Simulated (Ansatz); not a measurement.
**MoSeS (layered bulk) (P6_3mc): the gap up the ladder of methods**

What gap does each level of theory give for MoSeS (layered bulk) (P6_3mc), and in what time?

Calculated with Ansatz 0.2.0; density functionals, hybrids and G0W0, plane waves, PAW.

The structure was built from a prototype and need not be the compound's stable phase.

## Step 1: Set-up

The structure is hexagonal, space group P6_3mc (No. 186). The conventional cell has a = 3.167 Å, b = 3.167 Å, c = 12.010 Å, α = 90.00°, β = 90.00°, γ = 120.00°. Mo has 3 S at 2.38 Å and 3 Se at 2.50 Å nearest. Nearest to S lie 3 Mo at 2.38 Å. Nearest to Se lie 3 Mo at 2.50 Å. It derives from Mo1S1Se1. Farther neighbours and most contacts between anions are not listed.

Coordinates:

```cif
data_structure
_symmetry_space_group_name_H-M 'P 1'
_symmetry_Int_Tables_number 1
_cell_length_a 3.1671
_cell_length_b 3.1671
_cell_length_c 12.0096
_cell_angle_alpha 90.000
_cell_angle_beta 90.000
_cell_angle_gamma 120.000
_cell_volume 104.32
loop_
_atom_site_label
_atom_site_type_symbol
_atom_site_fract_x
_atom_site_fract_y
_atom_site_fract_z
_atom_site_occupancy
Mo1 Mo 0.33333 0.66667 0.25500 1
S2 S 0.66667 0.33333 0.38220 1
Se3 Se 0.66667 0.33333 0.11280 1
Mo4 Mo 0.66667 0.33333 0.75500 1
S5 S 0.33333 0.66667 0.88220 1
Se6 Se 0.33333 0.66667 0.61280 1
```

The structure was relaxed with PBEsol-D3(BJ). The runs that relaxed it are not among those shown.

The logs state that the PAW files were generated under PBE.

## Step 2: PBEsol on the 12×12×2 mesh

Levels along a band path and on the mesh show where this functional puts the band edges.

This step: DFT, PBEsol, plane waves, PAW; PAW set soft_1.

Input file input.yaml:

```yaml
crystal:
  lattice:
    - [3.1671178746, 0.0, 0.0]
    - [-1.5835589373, 2.7428045362, 0.0]
    - [0.0, 0.0, 12.0096143063]
  atoms:
    - { symbol: Mo, position: [0.3333333333, 0.6666666667, 0.2550024429] }
    - { symbol: S, position: [0.6666666667, 0.3333333333, 0.382195575] }
    - { symbol: Se, position: [0.6666666667, 0.3333333333, 0.1128019821] }
    - { symbol: Mo, position: [0.6666666667, 0.3333333333, 0.7550024429] }
    - { symbol: S, position: [0.3333333333, 0.6666666667, 0.882195575] }
    - { symbol: Se, position: [0.3333333333, 0.6666666667, 0.6128019821] }
kpoints:
  mp_grid: { grid: [12, 12, 2] }
  band_path:
    path:
      - [[0.0, 0.0, 0.0], [0.5, 0.0, 0.0], [0.33333333, 0.33333333, 0.0], [0.0, 0.0, 0.0], [0.0, 0.0, 0.5], [0.5, 0.0, 0.5], [0.33333333, 0.33333333, 0.5], [0.0, 0.0, 0.5]]
      - [[0.5, 0.0, 0.5], [0.5, 0.0, 0.0]]
      - [[0.33333333, 0.33333333, 0.5], [0.33333333, 0.33333333, 0.0]]
    npoints: 10
hamiltonian:
  xc: pbesol
  pseudopotentials: { kind: paw, azcp: { folder: soft_1 }, xc_functional: pbe }
scf:
  occupations: { method: fermi_dirac, width: 0.02 }
  n_extra_bands: 6
output:
  eigenvalues: true
  forces: true
  stress: true
  write_density: true
  write_potential: true
  elf: true
  volumetric_format: npy
```

Started as:

```
ansatz run input.yaml --threads 2 --pin off --max-ram 92160MiB --backend cuda --events-out ev --progress --plain --runs-dir out --devices 1 --max-vram 13GiB
```

Numbers of over 12 decimals in the logs are rounded to 6 here.

Log:

```text
scf.n_extra_bands = 6 over 36 filled bands (N_el = 72.0): the run solves 42 bands
GPUs: using 1 of 1 available (devices: 1).
Engine: ansatz 0.2.0, x86_64-unknown-linux-gnu
Pseudopotentials: kind: paw
Pseudopotential: Mo, paw, valence charge 14, recommended cutoff 420 eV (normal), soft_1/Mo.paw.azcp
Pseudopotential: S, paw, valence charge 6, recommended cutoff 420 eV (normal), soft_1/S.paw.azcp
Pseudopotential: Se, paw, valence charge 16, recommended cutoff 420 eV (normal), soft_1/Se.paw.azcp
Functional definition: PBEsol
  exchange = pbesol_x
  correlation = pbesol_c
device memory: the entry about to start is reckoned to put 3.1 GiB on a device that reports 45.1 GiB free (of which the cap on the GPU budget leaves the run 13.0 GiB)
GPU FFT provider: cuFFT
GPU libraries: cuBLAS 13.8.2, cuFFT 12.4.0, cuSOLVER 12.3.4
Crystal: 6 atoms, lattice volume = 104.325 Å³
Basis set: ecut = 420 eV, 2045 PW (Γ), exchange–correlation on 48×48×162 points (8 copies of the dense FFT grid, shifted against one another)
Bands: 42, of which v1, the nominal top of the filled ones, is band 36 counted from 1 (35 counted from 0)
Symmetry: 12 space group operations
Space group: P63mc (ITA 186), of the structure as read, at distance tolerance 4.7e-5 Å
k-points: 38 of 288
Non-local potential: Mo, projectors of the file, l = 0: 3, l = 1: 2, l = 2: 2, l = 3: 1
Non-local potential: S, projectors of the file, l = 0: 2, l = 1: 2, l = 2: 1
Non-local potential: Se, projectors of the file, l = 0: 2, l = 1: 2, l = 2: 3, l = 3: 1
PAW form: soft (Blöchl's): semilocal exchange-correlation on the pseudo side does not see the compensation charge
PAW frozen core: Mo, regenerated for the run's functional, and the local potential with it (the file was generated under x = pbe(κ = 0.804, μ = 0.219515), c = pbe(β = 0.066725))
PAW frozen core: S, regenerated for the run's functional, and the local potential with it (the file was generated under x = pbe(κ = 0.804, μ = 0.219515), c = pbe(β = 0.066725))
PAW frozen core: Se, regenerated for the run's functional, and the local potential with it (the file was generated under x = pbe(κ = 0.804, μ = 0.219515), c = pbe(β = 0.066725))
PAW one-centre angular grid: Mo, 590 points (default); XC on 64 Gauss nodes
PAW one-centre angular grid: S, 110 points (default); XC on 64 Gauss nodes
PAW one-centre angular grid: Se, 590 points (default); XC on 64 Gauss nodes
Initial density: superposition of atomic densities (chi_scale 0.1, normalization cell, long waves kept (reshape's long-wave potential 0.06 eV rms))
Initial wavefunctions: pseudopotential atomic-orbital guess
GPU buffer pool allocated for 46656 grid points (all kernels)
GPU transforms: local potential and band sums: pruned to the plane-wave sphere, on 24×24×81
Functional: x = pbesol(κ = 0.804, μ = 0.123457), c = pbesol(β = 0.046)
SCF iter   1: F=—  HF=-22419.913404 eV  |F-HF|=—  |Δ(HF+E_count)|=         —  Δρ=5.25e-2  dr2=5.84e0  ethr=3.10e-3  ⟨swp⟩=8.1  Hψ=6796  notcnv=0
preconditioner: auto → Resta (q_TF=auto, 2.565 Å⁻¹)  ε∞=8.4  [insulator: Δε(μ)=0.417 eV  Ē_g=8.037 eV  σ=0.020 eV  W_gap=1.00  n_scr=38 (ndim 8)  ℏωp=21.8 eV  f_vac=0.000  D(μ)=0.00/eV (n_scr^D=0)  ε∞_Penn≈8.4]
SCF iter   2: F=—  HF=-22418.709302 eV  |F-HF|=—  |Δ(HF+E_count)|=    1.20e0  Δρ=2.96e-2  dr2=1.89e0  ethr=3.10e-3  ⟨swp⟩=2.3  Hψ=2553  notcnv=0  defer=19
SCF iter   3: F=—  HF=-22418.169630 eV  |F-HF|=—  |Δ(HF+E_count)|=   5.40e-1  Δρ=4.78e-3  dr2=2.56e-2  ethr=2.62e-3  ⟨swp⟩=2.9  Hψ=2460  notcnv=0  defer=19
SCF iter   4: F=—  HF=-22418.166555 eV  |F-HF|=—  |Δ(HF+E_count)|=   3.08e-3  Δρ=1.68e-3  dr2=4.87e-3  ethr=3.55e-5  ⟨swp⟩=4.0  Hψ=3609  notcnv=0  defer=19
SCF iter   5: F=—  HF=-22418.164620 eV  |F-HF|=—  |Δ(HF+E_count)|=   1.93e-3  Δρ=6.78e-4  dr2=8.26e-4  ethr=6.76e-6  ⟨swp⟩=2.0  Hψ=3076  notcnv=0  defer=19
SCF iter   6: F=—  HF=-22418.164844 eV  |F-HF|=—  |Δ(HF+E_count)|=   2.24e-4  Δρ=2.27e-4  dr2=5.28e-5  ethr=1.15e-6  ⟨swp⟩=3.0  Hψ=2984  notcnv=0  defer=19
SCF iter   7: F=—  HF=-22418.164999 eV  |F-HF|=—  |Δ(HF+E_count)|=   1.55e-4  Δρ=5.11e-5  dr2=2.38e-6  ethr=7.33e-8  ⟨swp⟩=2.3  Hψ=2582  notcnv=0  defer=19
SCF iter   8: F=—  HF=-22418.165001 eV  |F-HF|=—  |Δ(HF+E_count)|=   2.48e-6  Δρ=9.74e-6  dr2=1.12e-7  ethr=3.31e-9  ⟨swp⟩=2.0  Hψ=2261  notcnv=0  defer=19
SCF iter   9: F=-22418.165002 eV  HF=-22418.165002 eV  |F-HF|=2.62e-10  |Δ(HF+E_count)|=   1.15e-7  Δρ=3.99e-6  dr2=9.41e-9  ethr=1.39e-10  ⟨swp⟩=15.9  Hψ=17071  notcnv=0
SCF 1 converged in 9 iterations: F = -22418.165002 eV  dr2 = 9.41e-9
[...]
device memory: the entry about to start is reckoned to put 1.5 GiB on a device that reports 48.9 GiB free (of which the cap on the GPU budget leaves the run 13.0 GiB)
NSCF: frozen V_eff on 93 k-points
SCF converged after 9 iterations
Free energy (F): -22418.165002 eV
Harris-Foulkes:  -22418.165002 eV  (|F-HF|=2.62e-10)
Internal energy: -22418.165002 eV  (E = F + TS)
E sigma→0 (E₀):  -22418.165002 eV
Entropy (-TS):   -0.000000 eV (-0.000 meV/atom)
Fermi energy:    13.404330 eV
--- Per-component energies (eV) ---
  E_band       = -897.216017
  E_kinetic    = 1285.181144
  E_local      = -8274.222107  (includes V_loc(G=0)·N_el)
  E_nonlocal   = -335.549270
  E_hartree    = 3968.106175
  E_xc         = -699.654275
  E_vxc        = -789.691761  (∫ρ·V_xc dr)
  E_paw        = -11665.665439  (= ΣΔE_a)
  E_vpaw       = -719.145857  (= ΣTr[D̂ρ^β])
  E_aug_tail   = -0.000633  (compensation charges beyond the density's cutoff)
  E_ewald      = -6698.919998
  E_core_change = 2.559402  (= ΣΔE_core)
  E_smearing   = -0.000000  (= −TS)
  E_closure    = 0.000000  (closes the sum)
  Σ components = -22418.165002   (vs F -22418.165002, Δ=0.00e0)
--- Forces (eV/Å), atoms counted from 1 ---
  atom   1  Mo     0.00000000    -0.00000000    -0.00224551
  atom   2  S      0.00000000     0.00000000    -0.01467885
  atom   3  Se     0.00000000     0.00000000     0.01687236
  atom   4  Mo     0.00000000     0.00000000    -0.00224551
  atom   5  S      0.00000000    -0.00000000    -0.01467885
  atom   6  Se    -0.00000000    -0.00000000     0.01687236
  max |Σ_I F_I| component: 1.04e-4 eV/Å
--- Stress (GPa, compression-positive) ---
        4.107828       0.000000      -0.000000
        0.000000       4.107828       0.000000
       -0.000000       0.000000       4.203833
  P = ⅓ Tr σ = 4.1398 GPa (41.398 kbar)
--- Band table (eV; the first three rows and the last of 38) ---
  k-point 0: bands = [... 32 lower, 11.3658, 11.4702, 12.5415, 13.1714, 15.3652, 15.3652, 15.3690, 15.3690, ... 2 higher]
  k-point 1: bands = [... 32 lower, 11.3226, 11.3226, 12.9902, 12.9902, 15.3596, 15.3596, 15.3596, 15.3596, ... 2 higher]
  k-point 2: bands = [... 32 lower, 11.3343, 11.5449, 12.5759, 12.9200, 15.2384, 15.2785, 15.3263, 15.4072, ... 2 higher]
  k-point 37: bands = [... 32 lower, 10.1639, 10.1639, 12.3643, 12.3643, 14.2500, 14.2500, 15.0788, 15.0788, ... 2 higher]
```

It took 9 s on 1 × NVIDIA H100 80GB HBM3 (shared by 6 runs) with 2 threads of AMD EPYC 7R13 (Zen 3), shared host; peak memory 1 GiB; 9.1 s of CPU time.

This step gave:

```yaml
pressure: 4.140 GPa
filled_bands: 36
gap: 0.5019 eV
valence_top_at: Γ
conduction_bottom_at: k = (0.167, 0.167, 0.000)
least_direct_gap: 1.695 eV
```

Over mesh and path the gap is 0.502 eV, from k = Γ to k = (0.167, 0.167, 0.000). The least direct gap found is 1.695 eV, at k = (0.333, 0.333, 0.000). The pressure in this cell is 4 GPa; the cell is kept.

## Step 3: PBEsol+SOC on the 12×12×2 mesh

This run has two-component orbitals with spin-orbit coupling.

This step: DFT, PBEsol with spin-orbit coupling, plane waves, PAW; PAW set soft_1.

Input file input.yaml:

```yaml
crystal:
  lattice:
    - [3.1671178746, 0.0, 0.0]
    - [-1.5835589373, 2.7428045362, 0.0]
    - [0.0, 0.0, 12.0096143063]
  atoms:
    - { symbol: Mo, position: [0.3333333333, 0.6666666667, 0.2550024429] }
    - { symbol: S, position: [0.6666666667, 0.3333333333, 0.382195575] }
    - { symbol: Se, position: [0.6666666667, 0.3333333333, 0.1128019821] }
    - { symbol: Mo, position: [0.6666666667, 0.3333333333, 0.7550024429] }
    - { symbol: S, position: [0.3333333333, 0.6666666667, 0.882195575] }
    - { symbol: Se, position: [0.3333333333, 0.6666666667, 0.6128019821] }
kpoints:
  mp_grid: { grid: [12, 12, 2] }
  band_path:
    path:
      - [0.0, 0.0, 0.0]
      - [0.5, 0.0, 0.0]
      - [0.33333333, 0.33333333, 0.0]
      - [0.0, 0.0, 0.5]
      - [0.5, 0.0, 0.5]
      - [0.33333333, 0.33333333, 0.5]
      - [0.1666666667, 0.1666666667, 0.0]
    npoints: 1
hamiltonian:
  xc: pbesol
  pseudopotentials: { kind: paw_fr, azcp: { folder: soft_1 }, xc_functional: pbe }
scf:
  occupations: { method: fermi_dirac, width: 0.02 }
  n_extra_bands: 12
magnetization:
  noncollinear: true
  spin_orbit: true
output:
  eigenvalues: true
  forces: true
  stress: true
```

Log:

```text
[...]
GPUs: using 1 of 1 available (devices: 1).
[...]
non-collinear run that drives no moment, with spin-orbit: no starting moment large enough to seed its density (crystal.atoms[].spin), no starting occupations that ask for one, no magnetisation constraint and no magnetic field, so the semilocal B_xc is pinned to zero
[...]
GPU FFT provider: cuFFT
GPU libraries: cuBLAS 13.8.2, cuFFT 12.4.0, cuSOLVER 12.3.4
Crystal: 6 atoms, lattice volume = 104.325 Å³
Basis set: ecut = 420 eV, 2045 PW (Γ), exchange–correlation on 48×48×162 points (8 copies of the dense FFT grid, shifted against one another)
Bands: 84, of which v1, the nominal top of the filled ones, is band 72 counted from 1 (71 counted from 0)
Symmetry: 12 space group operations + 12 with time reversal
[...]
k-points: 38 of 288
[...]
atom   2  S      0.00000000     0.00000000    -0.01348293
  atom   3  Se    -0.00000000     0.00000000     0.01192335
  atom   4  Mo     0.00000000     0.00000000     0.00155770
  atom   5  S     -0.00000000    -0.00000000    -0.01348293
  atom   6  Se    -0.00000000    -0.00000000     0.01192335
  max |Σ_I F_I| component: 3.76e-6 eV/Å
--- Stress (GPa, compression-positive) ---
        4.118067       0.000000      -0.000000
       -0.000000       4.118067       0.000000
       -0.000000       0.000000       4.227474
  P = ⅓ Tr σ = 4.1545 GPa (41.545 kbar)
--- Band table (eV; the first three rows and the last of 38) ---
  k-point 0: bands = [... 68 lower, 12.5360, 12.5360, 13.1795, 13.1795, 15.3073, 15.3073, 15.3489, 15.3489, ... 8 higher]
  k-point 1: bands = [... 68 lower, 12.9944, 12.9944, 12.9944, 12.9944, 15.3124, 15.3124, 15.3124, 15.3124, ... 8 higher]
  k-point 2: bands = [... 68 lower, 12.5592, 12.5841, 12.9161, 12.9391, 15.2023, 15.2349, 15.2529, 15.2906, ... 8 higher]
  k-point 37: bands = [... 68 lower, 12.2880, 12.2880, 12.4455, 12.4455, 14.2417, 14.2417, 14.2550, 14.2550, ... 8 higher]
[key lines of the parts left out:]
SCF converged after 10 iterations
Magnetization: |M| = 0.0000 μB,  M = (+0.0000, +0.0000, +0.0000) μB
Free energy (F): -22420.780923 eV
Fermi energy:    13.409744 eV
```

Elapsed: 22 s, on 1 × NVIDIA H100 80GB HBM3 (shared by 6 runs) with 2 threads; peak memory 1 GiB; 22 s of CPU time.

This step gave:

```yaml
pressure: 4.155 GPa
gap: 0.4930 eV
valence_top_at: Γ
conduction_bottom_at: k = (0.167, 0.167, 0.000)
least_direct_gap: 1.656 eV
```

Over mesh and listed points the gap is 0.493 eV, from k = Γ to k = (0.167, 0.167, 0.000). The least direct gap found is 1.656 eV, at k = (0.333, 0.333, 0.000). The pressure in this cell is 4 GPa; the cell is kept. PBEsol+SOC against PBEsol: 0.493 − 0.502 = −0.009 eV, with the same mesh, set of files (read in its fully relativistic form for the spin-orbit run) and cutoff, and both edges at the same k points. The spin-orbit run sees mesh and listed points alone, so its gap is an upper bound: the coupling can move an edge off these points, the more so as this crystal has no centre of inversion, and the change over the zone, its sign included where it is small, is not known.

## Step 4: HSE06 on the 6×6×2 mesh

HSE06 mixes in a quarter of exact exchange at short range.

This step: DFT, HSE06, plane waves, PAW; PAW set soft_1.

Edit input.yaml of step 3 so:

```diff
@@ -13,3 +13,3 @@
 kpoints:
-  mp_grid: { grid: [12, 12, 2] }
+  mp_grid: { grid: [6, 6, 2] }
   band_path:
@@ -25,13 +25,8 @@
 hamiltonian:
-  xc: pbesol
-  pseudopotentials: { kind: paw_fr, azcp: { folder: soft_1 }, xc_functional: pbe }
+  xc: hse06
+  pseudopotentials: { kind: paw, azcp: { folder: soft_1 } }
 scf:
-  occupations: { method: fermi_dirac, width: 0.02 }
-  n_extra_bands: 12
-magnetization:
-  noncollinear: true
-  spin_orbit: true
+  occupations: { method: fixed }
+  n_extra_bands: 6
 output:
   eigenvalues: true
-  forces: true
-  stress: true
```

Log:

```text
[...]
GPUs: using 1 of 1 available (devices: 1).
[...]
davidson cushion auto → on  (no smearing: the cushion is to keep the highest requested band from converging to the state above it; pin scf.eigensolver.cushion to override)
[...]
GPU FFT provider: cuFFT
GPU libraries: cuBLAS 13.8.2, cuFFT 12.4.0, cuSOLVER 12.3.4
Crystal: 6 atoms, lattice volume = 104.325 Å³
Basis set: ecut = 420 eV, 2045 PW (Γ)
[...]
Fermi energy:    12.944502 eV
[...]
--- Band table (eV; the first three rows and the last of 14) ---
  k-point 0: bands = [... 32 lower, 10.9650, 11.0833, 12.1432, 12.9445, 15.8100, 15.8100, 15.8151, 15.8151, ... 2 higher]
  k-point 1: bands = [... 32 lower, 10.9144, 10.9144, 12.7141, 12.7141, 15.8044, 15.8044, 15.8044, 15.8044, ... 2 higher]
  k-point 2: bands = [... 32 lower, 10.6604, 11.1865, 11.8472, 11.9396, 14.9644, 15.3674, 15.4076, 15.7123, ... 2 higher]
  k-point 13: bands = [... 32 lower, 9.5232, 9.5232, 12.1239, 12.1239, 14.4935, 14.4935, 15.5488, 15.5488, ... 2 higher]
[key lines of the parts left out:]
Free energy (F): -22666.768465 eV
```

Run time: 37 s. Hardware: 1 × NVIDIA H100 80GB HBM3 (shared by 6 runs) with 2 threads; peak memory 1.4 GiB; 43 s of CPU time.

This step gave:

```
gap                     : 1.019 eV
valence top at          : Γ
conduction bottom at    : k = (0.167, 0.167, 0.000)
least direct gap        : 2.174 eV
exact-exchange fraction : 0.25
```

Over mesh and listed points the gap is 1.019 eV, from k = Γ to k = (0.167, 0.167, 0.000). The least direct gap found is 2.174 eV, at k = (0.333, 0.333, 0.000). HSE06 against PBEsol: 1.019 − 0.502 = +0.517 eV. The runs also differ in mesh (12×12×2 and 6×6×2), so how much of this comes from the functional alone is not known.

## Step 5: G0W0@PBEsol, 9×9×2 mesh, 435 empty bands, screening to 150 eV, PAW set soft_1 files

G0W0 replaces the xc potential by a self-energy built once from the orbitals of the start. Levels are corrected in the window of bands that the input names, at points of the mesh.

This step: G0W0 on PBEsol, plane waves, PAW; PAW set soft_1.

Input file input.yaml:

```yaml
crystal:
  lattice:
    - [3.1671178746, 0.0, 0.0]
    - [-1.5835589373, 2.7428045362, 0.0]
    - [0.0, 0.0, 12.0096143063]
  atoms:
    - { symbol: Mo, position: [0.3333333333, 0.6666666667, 0.2550024429] }
    - { symbol: S, position: [0.6666666667, 0.3333333333, 0.382195575] }
    - { symbol: Se, position: [0.6666666667, 0.3333333333, 0.1128019821] }
    - { symbol: Mo, position: [0.6666666667, 0.3333333333, 0.7550024429] }
    - { symbol: S, position: [0.3333333333, 0.6666666667, 0.882195575] }
    - { symbol: Se, position: [0.3333333333, 0.6666666667, 0.6128019821] }
kpoints:
  mp_grid: { grid: [9, 9, 2] }
hamiltonian:
  xc: pbesol
  pseudopotentials: { kind: paw, azcp: { folder: soft_1 }, xc_functional: pbe }
scf:
  occupations: { method: fixed }
gw:
  n_empty_bands: 435
  ecut_chi: 150.0
  qp_bands: [v2, c2]
  qp_kpoints: band_edges
  screening: { model: contour_deformation }
```

Log:

```text
GPUs: using 1 of 1 available (devices: 1).
[...]
GPU FFT provider: cuFFT
GPU libraries: cuBLAS 13.8.2, cuFFT 12.4.0, cuSOLVER 12.3.4
Crystal: 6 atoms, lattice volume = 104.325 Å³
Basis set: ecut = 420 eV, 2045 PW (Γ)
Bands: 44, of which v1, the nominal top of the filled ones, is band 36 counted from 1 (35 counted from 0)
Symmetry: 12 space group operations
[...]
k-points: 24 of 162
[...]
1    38     15.3596   -13.8833    -4.3705   -18.5370  0.7407    15.6444    15.6429  root
[...]
23    35     12.3643   -18.8079     0.3510   -18.5049  0.7450    12.4123    12.4123  root
    23    36     12.3643   -18.8079     0.3510   -18.5049  0.7450    12.4123    12.4123  root
    23    37     14.2500   -16.0793    -4.0818   -20.5833  0.7372    14.6750    14.6722  root
    23    38     14.2500   -16.0793    -4.0818   -20.5833  0.7372    14.6750    14.6722  root
[key lines of the parts left out:]
SCF converged after 10 iterations
Free energy (F): -22418.164912 eV
Fermi energy:    13.171402 eV
```

Wall time 1.8 min (1 × NVIDIA H100 80GB HBM3 (shared by 6 runs) with 2 threads); peak memory 2.4 GiB.

Numbers from this step:

- bands summed: 471
- RPA ε∞ on this mesh (eigenvalues): 9.798, 16.33, 16.33
- plane waves in the screening matrix: 461
- G0W0 gap over the corrected points: 0.9382 eV
- k of the valence top: 0, 0, 0
- k of the conduction bottom: 0.1111, 0.2222, 0
- starting gap on the mesh: 0.5990 eV
- Z at the valence top: 0.7463
- Z at the conduction bottom: 0.7557
- least direct G0W0 gap over the corrected points: 2.063 eV

Over 17 of 24 irreducible mesh points the G0W0 gap is 0.938 eV, from k = Γ to k = (0.111, 0.222, 0.000). The PBEsol gap of this run on the mesh is 0.599 eV. The two states that bound the G0W0 gap lie that far apart at the start, so the correction of the gap is 0.938 − 0.599 = +0.339 eV.

(Part 1 of 2 ends here.)

[Paths, hosts, dates, memory and timing lines, banners, echoed tables and standing remarks are left out of the program output.]

[Logs are printed without paths, hosts, clocks, repeated set-up lines and the standing remarks that a program may print on its own settings, such as how far it seeks lower states.]

[Runs of the session that timed out or met a known fault of the program may be left out.]

[Cells called generated may have been cut or substituted from an entry of the Crystallography Open Database or the Materials Project.]

[Hosts, paths, dates, database ids (printed as entryN), source tags and the programs' standing remarks are cut or masked in the printed files.]

[Where an RPA ε∞ is given, it is that of the G0W0 mesh and is not shown converged in it. Names of k-points follow the symmetry that the program found, which can be lower than the space group named. Band edges on a path are those of the sampled points; other points can move an edge, and change direct to indirect where valleys lie close.]

[Hybrid gaps are those of their k-mesh and are not shown converged in it.]
